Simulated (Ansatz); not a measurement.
# Decaying states in the gap of Mg3CdTe4, part 2 of 3

Aim: relax a made-up compound, Mg3CdTe4, and see how good a tunnel barrier it would be. It is built by putting Te for S, Mg for Zn in the Zn3CdS4 structure of space group P-43m, with the volume rescaled by atomic radii. The parent structure comes from the Materials Project.

Ansatz 0.2.0; PBEsol DFT, plane waves, PAW files (the session's first sound run).

So far. Step 2 (Cell and atoms at rest): The largest force component on a free atom ends at 9.7e-5 eV/Å. The relaxed cell has a = 6.451 Å (conventional setting).

The structure was built from a prototype and need not be the compound's stable phase.

### 3. The bulk crystal and its band edges

The energy window and the wavevectors of the next steps follow from the band edges, so these are searched first, off the mesh as well.

input.yaml

```yaml
crystal:
  lattice:
    - [6.4511050656, 0.0, 0.0]
    - [0.0, 6.4511050656, 0.0]
    - [0.0, 0.0, 6.4511050656]
  atoms:
    - { symbol: Mg, position: [0.0, 0.5, 0.5] }
    - { symbol: Mg, position: [0.5, 0.0, 0.5] }
    - { symbol: Mg, position: [0.5, 0.5, 0.0] }
    - { symbol: Cd, position: [0.0, 0.0, 0.0] }
    - { symbol: Te, position: [0.2518676199, 0.2518676199, 0.2518676199] }
    - { symbol: Te, position: [0.7481323801, 0.7481323801, 0.2518676199] }
    - { symbol: Te, position: [0.2518676199, 0.7481323801, 0.7481323801] }
    - { symbol: Te, position: [0.7481323801, 0.2518676199, 0.7481323801] }
kpoints:
  mp_grid: { grid: [4, 4, 4] }
  band_path: { path: [VBM, CBM], npoints: 30 }
scf:
  occupations: { method: fixed }
hamiltonian:
  xc: pbesol
output:
  eigenvalues: true
  write_potential: true
  write_density: true
  volumetric_format: npy
  elf: true
```

Run with:

```sh
$ ansatz run input.yaml --threads 2 --pin off --max-ram 4096MiB --backend cpu --events-out ev --progress --plain --runs-dir out
```

Numbers of over 12 decimals in the logs are rounded to 6 here.

The program printed:

```text
[...]
Crystal: 8 atoms, lattice volume = 268.474 Å³
Basis set: ecut = 420 eV, 5257 PW (Γ)
Bands: 69, of which v1, the nominal top of the filled ones, is band 57 counted from 1 (56 counted from 0)
Symmetry: 24 space group operations
[...]
k-points: 10 of 64 (time reversal used)
[...]
SCF iter   1: F=—  HF=-41531.974683 eV  |F-HF|=—  |Δ(HF+E_count)|=         —  Δρ=2.77e-3  dr2=2.56e-2  ethr=1.77e-3  ⟨swp⟩=5.1  Hψ=2163  notcnv=0  defer=86
[...]
SCF iter   7: F=-41531.967369 eV  HF=-41531.967369 eV  |F-HF|=3.67e-8  |Δ(HF+E_count)|=   7.84e-7  Δρ=2.76e-6  dr2=1.83e-8  ethr=8.77e-11  ⟨swp⟩=14.2  Hψ=3212  notcnv=0
SCF 1 converged in 7 iterations: F = -41531.967369 eV  dr2 = 1.83e-8
[...]
NSCF: frozen V_eff on 20 k-points
[...]
SCF converged after 7 iterations
Free energy (F): -41531.967369 eV
[...]
Internal energy: -41531.967369 eV  (E = F + TS)
E sigma→0 (E₀):  -41531.967369 eV
Fermi energy:    5.055959 eV
[...]
--- Band table (eV; the first three rows and the last of 10) ---
  k-point 0: bands = [... 53 lower, 3.6916, 5.0560, 5.0560, 5.0560, 6.8673, 7.7410, 7.7410, 7.7410, ... 8 higher]
  k-point 1: bands = [... 53 lower, 3.8441, 4.1780, 4.7992, 4.7992, 7.7787, 8.0986, 8.4097, 8.4097, ... 8 higher]
  k-point 2: bands = [... 53 lower, 4.1831, 4.1831, 4.3640, 4.3640, 8.5538, 8.7634, 8.8256, 9.0497, ... 8 higher]
  k-point 9: bands = [... 53 lower, 4.5315, 4.6610, 4.6610, 4.6610, 7.1794, 8.1168, 8.1168, 8.1168, ... 8 higher]
```

The job ended after 15 s (2 threads of AMD EPYC 9R45, shared host; peak memory 0.76 GiB; 28 s of CPU time).

This step gave:

- free energy: -41531.9674 eV
- Fermi energy: 5.056 eV
- gap on the k-mesh: 1.811 eV
- gap on path: 1.811 eV, by band count; negative where bands overlap
- direct gap on path: 1.811 eV
- edge places on path: 0, 0 1/A along the path

Levels at VBM (eV): -7.56, -7.56, -7.50, -7.50, -7.50, -3.81, -3.17, -3.17, -1.37, -1.37, -1.37, -1.36, -1.36, -1.36, 0.00, 0.00, 0.00, 1.81, 2.69, 2.69, 2.69, 2.85, 3.54, 3.54, 5.24, 5.24, 5.24.

Electrostatic potential energy in the ac plane at fractional y = 0.000, with atoms of Mg and Cd within 0.2 Å of it. With pseudopotentials it is smooth inside the atoms' cores, unlike the true potential.

Values in eV, 10 rows by 16 columns, each cell a mean:
```
-23 -17  -4   6   9  10  10  10  10  10  10   9   8   2 -12 -21
 -3   1   6   8   9   9  10  10  10  10   9   9   8   7   4  -1
  9   9   9   9   8   8   8   7   7   8   8   8   9   9   9   9
 10  10  10   9   8   6   2  -5  -7  -1   4   7   9   9  10  10
 10  10  10   9   8   3 -12 -30 -31 -24  -2   6   9  10  10  10
 10  10  10   9   8   4  -8 -25 -27 -18   0   6   9  10  10  10
 10  10  10   9   8   7   5   2   1   3   6   8   9   9  10  10
  7   8   8   9   9   9   9   9   9   9   9   9   9   8   8   7
-10  -5   4   8   9  10  10  10  10  10  10   9   8   6  -1  -8
-27 -20  -7   6   9  10  10  10  10  10  10  10   8   1 -15 -24
```
Columns run along a (6.5 Å; values clipped at the 3rd and 97th percentile), rows up along c (6.5 Å). Atoms in or near the plane, at fractional coordinates: Mg at (0.50, 0.50), Cd at (0.00, 0.00).

ELF in the ac plane at fractional y = 0.000, with atoms of Mg and Cd within 0.2 Å of it. It is the smooth field of the valence electrons, not physical close to the nuclei.

Ten even steps from '0' (0.01) to '9' (0.87), each cell a mean:
```
863211000000011247
542222100001222234
222344310012443222
112456531124565321
113567642135666421
012467631025765420
001345301101554210
000123114430232100
000011033241011000
000112024341121000
001234202310343100
002456520013665310
113567642135776421
123566531124665421
222355421013454322
432233210001232223
753221000000111246
974211000000011258
```
Columns run along a (6.5 Å), rows up along c (6.5 Å). Atoms in or near the plane, at fractional coordinates: Mg at (0.50, 0.50), Cd at (0.00, 0.00).

Valence density in the ac plane at fractional y = 0.000, with atoms of Mg and Cd within 0.2 Å of it. It is the smooth field of the valence electrons, not physical close to the nuclei.

Values in e/Å³, 10 rows by 16 columns, each cell a mean:
```
12  5  1  0  0  0  0  0  0  0  0  0  0  0  2  9
 1  0  0  0  0  0  0  0  0  0  0  0  0  0  0  1
 0  0  0  0  0  0  0  0  0  0  0  0  0  0  0  0
 0  0  0  0  0  0  0  0  0  0  0  0  0  0  0  0
 0  0  0  0  0  0  1 10 16  4  0  0  0  0  0  0
 0  0  0  0  0  0  1  6  9  2  0  0  0  0  0  0
 0  0  0  0  0  0  0  0  0  0  0  0  0  0  0  0
 0  0  0  0  0  0  0  0  0  0  0  0  0  0  0  0
 2  1  0  0  0  0  0  0  0  0  0  0  0  0  0  2
18  7  1  0  0  0  0  0  0  0  0  0  0  0  3 13
```
Columns run along a (6.5 Å), rows up along c (6.5 Å). Atoms in or near the plane, at fractional coordinates: Mg at (0.50, 0.50), Cd at (0.00, 0.00).

The searched edges give 1.81 eV, as on the mesh.

### 4. Decaying states in the gap

This step: PBEsol DFT, plane waves, PAW files; complex bands by layer matching along the plane's normal (Ansatz 0.2.0).

The same crystal is laid in a cell whose first two vectors span the (001) plane (indices of the standard conventional cell, whose axes can be ordered otherwise than in the bulk input). At fixed energy and wavevector in the plane the solver finds all kz, real and complex. A few wavevectors are listed, (0, 0) and (0.5, 0) in units of the plane's reciprocal vectors; the slowest state needn't be among them.

input.yaml: that of step 3 with these lines changed.

```diff
@@ -2,5 +2,5 @@
   lattice:
-    - [6.4511050656, 0.0, 0.0]
-    - [0.0, 6.4511050656, 0.0]
-    - [0.0, 0.0, 6.4511050656]
+    - [6.451105066, 0.0, 0.0]
+    - [0.0, 6.451105066, 0.0]
+    - [0.0, 0.0, 6.451105066]
   atoms:
@@ -16,3 +16,2 @@
   mp_grid: { grid: [4, 4, 4] }
-  band_path: { path: [VBM, CBM], npoints: 30 }
 scf:
@@ -23,5 +22,6 @@
   eigenvalues: true
-  write_potential: true
-  write_density: true
-  volumetric_format: npy
-  elf: true
+  transmission:
+    leads: [[0, 0]]
+    kpoints: [[0.0, 0.0], [0.5, 0.0]]
+    e_range: [-1.0, 2.81]
+    de: 0.1
```

The program printed:

```text
[...]
Crystal: 8 atoms, lattice volume = 268.474 Å³
Basis set: ecut = 420 eV, 5257 PW (Γ)
Bands: 69, of which v1, the nominal top of the filled ones, is band 57 counted from 1 (56 counted from 0)
Symmetry: 24 space group operations
[...]
k-points: 10 of 64 (time reversal used)
[...]
SCF iter   1: F=—  HF=-41531.974680 eV  |F-HF|=—  |Δ(HF+E_count)|=         —  Δρ=2.77e-3  dr2=2.56e-2  ethr=1.77e-3  ⟨swp⟩=5.1  Hψ=2163  notcnv=0  defer=86
[...]
SCF iter   7: F=-41531.967369 eV  HF=-41531.967369 eV  |F-HF|=3.67e-8  |Δ(HF+E_count)|=   7.83e-7  Δρ=2.76e-6  dr2=1.83e-8  ethr=8.77e-11  ⟨swp⟩=14.2  Hψ=3189  notcnv=0
SCF 1 converged in 7 iterations: F = -41531.967369 eV  dr2 = 1.83e-8
[...]
transmission: 8 of 16 steps passed
transmission: 16 of 16 steps passed
SCF converged after 7 iterations
Free energy (F): -41531.967369 eV
[...]
Internal energy: -41531.967369 eV  (E = F + TS)
E sigma→0 (E₀):  -41531.967369 eV
Fermi energy:    5.055959 eV
[...]
--- Band table (eV; the first three rows and the last of 10) ---
  k-point 0: bands = [... 53 lower, 3.6916, 5.0560, 5.0560, 5.0560, 6.8673, 7.7410, 7.7410, 7.7410, ... 8 higher]
  k-point 1: bands = [... 53 lower, 3.8441, 4.1780, 4.7992, 4.7992, 7.7787, 8.0986, 8.4097, 8.4097, ... 8 higher]
  k-point 2: bands = [... 53 lower, 4.1831, 4.1831, 4.3640, 4.3640, 8.5538, 8.7634, 8.8256, 9.0497, ... 8 higher]
  k-point 9: bands = [... 53 lower, 4.5315, 4.6610, 4.6610, 4.6610, 7.1794, 8.1168, 8.1168, 8.1168, ... 8 higher]
--- Transmission ---
  basis      : 365 plane waves across, 8 finite elements along
  points     : 2, as listed
  energies   : 39 from -1.000000 to 2.800000 eV about the Fermi level, 0.100000 eV apart; the leads are filled to 0.905654 eV, and channels, transmission and decay are at 0.900000 eV
  crystal 0  : Te4Mg3Cd1, at the sites [0, 0], period 6.4511 Å: whole cells are its period
    offset         : up to 0.0000 Å between an atom of the period and one for which it stands
    channels       : 0.000000e0 a spin
    conductance    : none, the energies end too early or step too widely for 300 K: set another output.transmission.e_range or a lower de, or, where they end at an eighth of basis.ecutwfc, a higher one
    slowest decay  : 0.1333 /Å at (0.0000, 0.0000)
```

It took 25 s on 2 threads; peak memory 1.6 GiB; 49 s of CPU time.

Numbers from this step:

| Property | Result |
| --- | --- |
| level to which the leads are filled | 0.9057 eV from the Fermi level |
| decay constant at the filling level, zone centre | 0.1333 Å⁻¹ |
| decay constant at the filling level, slowest listed point | 0.1333 Å⁻¹ |

K parallel (0, 0); values up to 1.5 1/Å, a degenerate pair printed once or twice; energies at which all values exceed this have no row. Table of Im kz of the slowest decaying states by energy, zero at the highest filled level on the SCF mesh:

| energy (eV) | decay 1 (Å⁻¹) | decay 2 (Å⁻¹) | decay 3 (Å⁻¹) | decay 4 (Å⁻¹) |
| --- | --- | --- | --- | --- |
| -1.00 | 0.200 | 0.227 | 0.262 | 0.750 |
| -0.80 | 0.0423 | 0.236 | 0.269 | 0.298 |
| -0.70 | 0.0174 | 0.250 | 0.284 | 0.311 |
| -0.50 | 0.271 | 0.309 | 0.328 | 0.698 |
| -0.40 | 0.279 | 0.319 | 0.334 | 0.687 |
| -0.20 | 0.292 | 0.335 | 0.342 | 0.665 |
| -0.10 | 0.297 | 0.341 | 0.344 | 0.654 |
| 0.00 | 6.8e-4 | 0.00205 | 0.00207 | 0.300 |
| 0.10 | 0.0624 | 0.140 | 0.303 | 0.345 |
| 0.20 | 0.0853 | 0.194 | 0.306 | 0.345 |
| 0.40 | 0.112 | 0.264 | 0.308 | 0.340 |
| 0.50 | 0.120 | 0.291 | 0.308 | 0.335 |
| 0.70 | 0.130 | 0.306 | 0.329 | 0.360 |
| 0.80 | 0.133 | 0.305 | 0.334 | 0.359 |
| 1.00 | 0.132 | 0.299 | 0.330 | 0.352 |
| 1.10 | 0.130 | 0.296 | 0.320 | 0.354 |
| 1.30 | 0.119 | 0.287 | 0.303 | 0.348 |
| 1.40 | 0.111 | 0.282 | 0.294 | 0.345 |
| 1.60 | 0.0849 | 0.269 | 0.274 | 0.336 |
| 1.70 | 0.0635 | 0.262 | 0.264 | 0.331 |
| 1.90 | 0.239 | 0.245 | 0.319 | 0.359 |
| 2.00 | 0.225 | 0.235 | 0.312 | 0.336 |
| 2.20 | 0.192 | 0.212 | 0.284 | 0.296 |
| 2.30 | 0.172 | 0.198 | 0.253 | 0.287 |
| 2.50 | 0.121 | 0.169 | 0.268 | 0.418 |
| 2.60 | 0.0826 | 0.126 | 0.133 | 0.257 |
| 2.80 | 0.0654 | 0.231 | 0.389 | 0.412 |

K parallel (0, 0). The Re kz of states that move upwards by energy, zero at the highest filled level on the SCF mesh:

| energy (eV) | channel 1 (Å⁻¹) | channel 2 (Å⁻¹) | channel 3 (Å⁻¹) | channel 4 (Å⁻¹) |
| --- | --- | --- | --- | --- |
| -1.00 | -0.268 | 0.386 | 0.386 | - |
| -0.80 | -0.228 | - | - | - |
| -0.60 | -0.414 | -0.414 | -0.187 | - |
| -0.40 | -0.316 | -0.316 | -0.145 | - |
| -0.20 | -0.212 | -0.212 | -0.0969 | - |
| 0.00 | - | - | - | - |
| 0.10 | - | - | - | - |
| 0.30 | - | - | - | - |
| 0.50 | - | - | - | - |
| 0.70 | - | - | - | - |
| 0.90 | - | - | - | - |
| 1.10 | - | - | - | - |
| 1.30 | - | - | - | - |
| 1.50 | - | - | - | - |
| 1.70 | - | - | - | - |
| 1.80 | - | - | - | - |
| 2.00 | 0.0901 | - | - | - |
| 2.20 | 0.137 | - | - | - |
| 2.40 | 0.177 | - | - | - |
| 2.60 | 0.218 | - | - | - |
| 2.80 | 0.0974 | 0.0974 | 0.140 | 0.261 |

K parallel (0.5, 0); values up to 1.5 1/Å, a degenerate pair printed once or twice; energies at which all values exceed this have no row. Im kz of the slowest decaying states against energy, zero at the highest filled level on the SCF mesh:

| energy (eV) | decay 1 (Å⁻¹) | decay 2 (Å⁻¹) | decay 3 (Å⁻¹) | decay 4 (Å⁻¹) |
| --- | --- | --- | --- | --- |
| -1.00 | 0.121 | 0.198 | 0.784 | 0.901 |
| -0.80 | 0.0275 | 0.117 | 0.754 | 0.870 |
| -0.70 | 0.0429 | 0.146 | 0.739 | 0.854 |
| -0.50 | 0.0113 | 0.0692 | 0.159 | 0.217 |
| -0.40 | 0.0713 | 0.135 | 0.191 | 0.239 |
| -0.20 | 0.196 | 0.225 | 0.237 | 0.274 |
| -0.10 | 0.229 | 0.254 | 0.254 | 0.287 |
| 0.00 | 0.256 | 0.268 | 0.278 | 0.299 |
| 0.10 | 0.278 | 0.280 | 0.298 | 0.308 |
| 0.20 | 0.291 | 0.296 | 0.315 | 0.317 |
| 0.40 | 0.307 | 0.326 | 0.329 | 0.343 |
| 0.50 | 0.314 | 0.334 | 0.338 | 0.353 |
| 0.70 | 0.324 | 0.341 | 0.358 | 0.371 |
| 0.80 | 0.327 | 0.344 | 0.365 | 0.377 |
| 1.00 | 0.332 | 0.346 | 0.373 | 0.377 |
| 1.10 | 0.334 | 0.347 | 0.376 | 0.381 |
| 1.30 | 0.334 | 0.345 | 0.383 | 0.384 |
| 1.40 | 0.334 | 0.343 | 0.379 | 0.395 |
| 1.60 | 0.330 | 0.338 | 0.379 | 0.395 |
| 1.70 | 0.328 | 0.335 | 0.383 | 0.389 |
| 1.90 | 0.321 | 0.326 | 0.381 | 0.389 |
| 2.00 | 0.317 | 0.320 | 0.378 | 0.386 |
| 2.20 | 0.306 | 0.308 | 0.368 | 0.377 |
| 2.30 | 0.300 | 0.300 | 0.363 | 0.372 |
| 2.50 | 0.283 | 0.285 | 0.349 | 0.360 |
| 2.60 | 0.273 | 0.276 | 0.340 | 0.353 |
| 2.80 | 0.250 | 0.256 | 0.321 | 0.337 |

At the listed wavevectors the last open channel is at -0.10 eV and the next at +1.90 eV on the grid. At +0.90 eV, the grid energy nearest the filling level (the middle of the gap on the SCF mesh), the slowest state at the listed wavevectors decays with κ = 0.133 Å⁻¹, its amplitude falling by e over 7.5 Å. Through 1 nm of this crystal that state's transmission falls by exp(−2 × 0.133 Å⁻¹ × 10 Å) = 0.070.

### 5. Decay over the two-dimensional zone

The listed points could miss the slowest state, so one energy near mid-gap is solved on a mesh of 8×8.

input.yaml: that of step 4 with these lines changed.

```diff
@@ -22,6 +22,2 @@
   eigenvalues: true
-  transmission:
-    leads: [[0, 0]]
-    kpoints: [[0.0, 0.0], [0.5, 0.0]]
-    e_range: [-1.0, 2.81]
-    de: 0.1
+  transmission: { leads: [[0, 0]], kmesh: [8, 8], e_range: [0.91, 0.92], de: 0.05 }
```

The program printed:

```text
[...]
Crystal: 8 atoms, lattice volume = 268.474 Å³
Basis set: ecut = 420 eV, 5257 PW (Γ)
Bands: 69, of which v1, the nominal top of the filled ones, is band 57 counted from 1 (56 counted from 0)
Symmetry: 24 space group operations
[...]
k-points: 10 of 64 (time reversal used)
[...]
SCF iter   1: F=—  HF=-41531.974680 eV  |F-HF|=—  |Δ(HF+E_count)|=         —  Δρ=2.77e-3  dr2=2.56e-2  ethr=1.77e-3  ⟨swp⟩=5.1  Hψ=2163  notcnv=0  defer=86
[...]
SCF iter   7: F=-41531.967369 eV  HF=-41531.967369 eV  |F-HF|=3.67e-8  |Δ(HF+E_count)|=   7.83e-7  Δρ=2.76e-6  dr2=1.83e-8  ethr=8.77e-11  ⟨swp⟩=14.2  Hψ=3189  notcnv=0
SCF 1 converged in 7 iterations: F = -41531.967369 eV  dr2 = 1.83e-8
[...]
transmission: 32 of 168 steps passed
transmission: 64 of 168 steps passed
[...]
transmission: 168 of 168 steps passed
SCF converged after 7 iterations
Free energy (F): -41531.967369 eV
[...]
Internal energy: -41531.967369 eV  (E = F + TS)
E sigma→0 (E₀):  -41531.967369 eV
Fermi energy:    5.055959 eV
[...]
--- Band table (eV; the first three rows and the last of 10) ---
  k-point 0: bands = [... 53 lower, 3.6916, 5.0560, 5.0560, 5.0560, 6.8673, 7.7410, 7.7410, 7.7410, ... 8 higher]
  k-point 1: bands = [... 53 lower, 3.8441, 4.1780, 4.7992, 4.7992, 7.7787, 8.0986, 8.4097, 8.4097, ... 8 higher]
  k-point 2: bands = [... 53 lower, 4.1831, 4.1831, 4.3640, 4.3640, 8.5538, 8.7634, 8.8256, 9.0497, ... 8 higher]
  k-point 9: bands = [... 53 lower, 4.5315, 4.6610, 4.6610, 4.6610, 7.1794, 8.1168, 8.1168, 8.1168, ... 8 higher]
--- Transmission ---
  basis      : 365 plane waves across, 8 finite elements along
  points     : 21, standing for a mesh of 8 x 8
  energies   : 1 from 0.910000 to 0.910000 eV about the Fermi level; the leads are filled to 0.905654 eV, and channels, transmission and decay are at 0.910000 eV
  crystal 0  : Te4Mg3Cd1, at the sites [0, 0], period 6.4511 Å: whole cells are its period
[...]
channels       : 0.000000e0 a spin
    conductance    : none, crystal 0 has no channel at the energies, or these end too early or step too widely for 300 K: set another output.transmission.e_range or a lower de, or, where they end at an eighth of basis.ecutwfc, a higher one
    slowest decay  : 0.1333 /Å at (0.0000, 0.0000)
```

Wall time 35 s (2 threads); peak memory 1.7 GiB; 70 s of CPU time.

This step gave:

```
least decay constant on the mesh : 0.1333 Å⁻¹
```

Slowest decay constant (1/Å; 0 where a channel is open) over k1 and k2. At 0.9100 eV from the Fermi level.

Ten even steps from '0' (0.133) to '9' (0.370):
```
44578754
85456545
97545457
88650568
97545457
85456545
44578754
24898984
```
Columns: k1 (b1) from -0.5 to 0.375; rows upwards: k2 (b2) from -0.5 to 0.375.

The least value on the mesh is 0.133 Å⁻¹ at +0.91 eV. At that energy the listed points give about 0.133 Å⁻¹ by interpolation, so the mesh holds no clearly slower state.

### 6. Band edges at another level

This step: PBE DFT, plane waves, PAW files (Ansatz 0.2.0).

The edges again with PBE, at the same atoms.

input.yaml: that of step 5 with these lines changed.

```diff
@@ -2,5 +2,5 @@
   lattice:
-    - [6.451105066, 0.0, 0.0]
-    - [0.0, 6.451105066, 0.0]
-    - [0.0, 0.0, 6.451105066]
+    - [6.4511050656, 0.0, 0.0]
+    - [0.0, 6.4511050656, 0.0]
+    - [0.0, 0.0, 6.4511050656]
   atoms:
@@ -16,2 +16,3 @@
   mp_grid: { grid: [4, 4, 4] }
+  band_path: { path: [VBM, CBM], npoints: 30 }
 scf:
@@ -19,5 +20,4 @@
 hamiltonian:
-  xc: pbesol
+  xc: pbe
 output:
   eigenvalues: true
-  transmission: { leads: [[0, 0]], kmesh: [8, 8], e_range: [0.91, 0.92], de: 0.05 }
```

The program printed:

```text
[...]
Crystal: 8 atoms, lattice volume = 268.474 Å³
Basis set: ecut = 420 eV, 5257 PW (Γ)
Bands: 69, of which v1, the nominal top of the filled ones, is band 57 counted from 1 (56 counted from 0)
Symmetry: 24 space group operations
[...]
k-points: 10 of 64 (time reversal used)
[...]
SCF iter   1: F=—  HF=-41951.844507 eV  |F-HF|=—  |Δ(HF+E_count)|=         —  Δρ=9.54e-4  dr2=5.62e-3  ethr=1.77e-3  ⟨swp⟩=5.1  Hψ=2172  notcnv=0  defer=81
[...]
SCF iter   7: F=-41951.843468 eV  HF=-41951.843467 eV  |F-HF|=9.73e-8  |Δ(HF+E_count)|=   1.32e-6  Δρ=4.11e-6  dr2=3.68e-8  ethr=8.77e-11  ⟨swp⟩=13.3  Hψ=3629  notcnv=0
SCF 1 converged in 7 iterations: F = -41951.843468 eV  dr2 = 3.68e-8
[...]
SCF converged after 7 iterations
Free energy (F): -41951.843468 eV
[...]
Internal energy: -41951.843468 eV  (E = F + TS)
E sigma→0 (E₀):  -41951.843468 eV
Fermi energy:    5.166635 eV
[...]
--- Band table (eV; the first three rows and the last of 10) ---
  k-point 0: bands = [... 53 lower, 3.8174, 5.1666, 5.1666, 5.1666, 7.0916, 7.9718, 7.9718, 7.9718, ... 8 higher]
  k-point 1: bands = [... 53 lower, 3.9654, 4.3101, 4.9128, 4.9128, 7.9765, 8.3178, 8.6265, 8.6313, ... 8 higher]
  k-point 2: bands = [... 53 lower, 4.2997, 4.2997, 4.4838, 4.4838, 8.7167, 8.9815, 9.0411, 9.2118, ... 8 higher]
  k-point 9: bands = [... 53 lower, 4.6399, 4.7807, 4.7807, 4.7807, 7.3809, 8.2996, 8.2996, 8.2996, ... 8 higher]
```

It took 15 s on 2 threads; peak memory 0.73 GiB; 28 s of CPU time.

Numbers from this step:

| Property | Result |
| --- | --- |
| free energy | -41951.8435 eV |
| Fermi energy | 5.167 eV |
| gap on the k-mesh | 1.925 eV |
| gap on path | 1.925 eV, by band count; negative where bands overlap |
| direct gap on path | 1.925 eV |

Levels at VBM (eV): -7.59, -7.59, -7.53, -7.53, -7.53, -3.77, -3.16, -3.16, -1.36, -1.36, -1.36, -1.35, -1.35, -1.35, 0.00, 0.00, 0.00, 1.93, 2.81, 2.81, 2.81, 2.93, 3.59, 3.59, 5.28, 5.28, 5.28.

The searched edges give 1.92 eV, as on the mesh.

Between step 3 and this run (PBE) the value for the gap on path moves from 1.81 eV to 1.92 eV.

(Part 2 of 3 ends here.)

[Logs are printed without paths, hosts, clocks, repeated set-up lines and the standing remarks that a program may print on its own settings, such as how far it seeks lower states.]

[Hosts, paths, dates, database ids (printed as entryN), source tags and the programs' standing remarks are cut or masked in the printed files.]
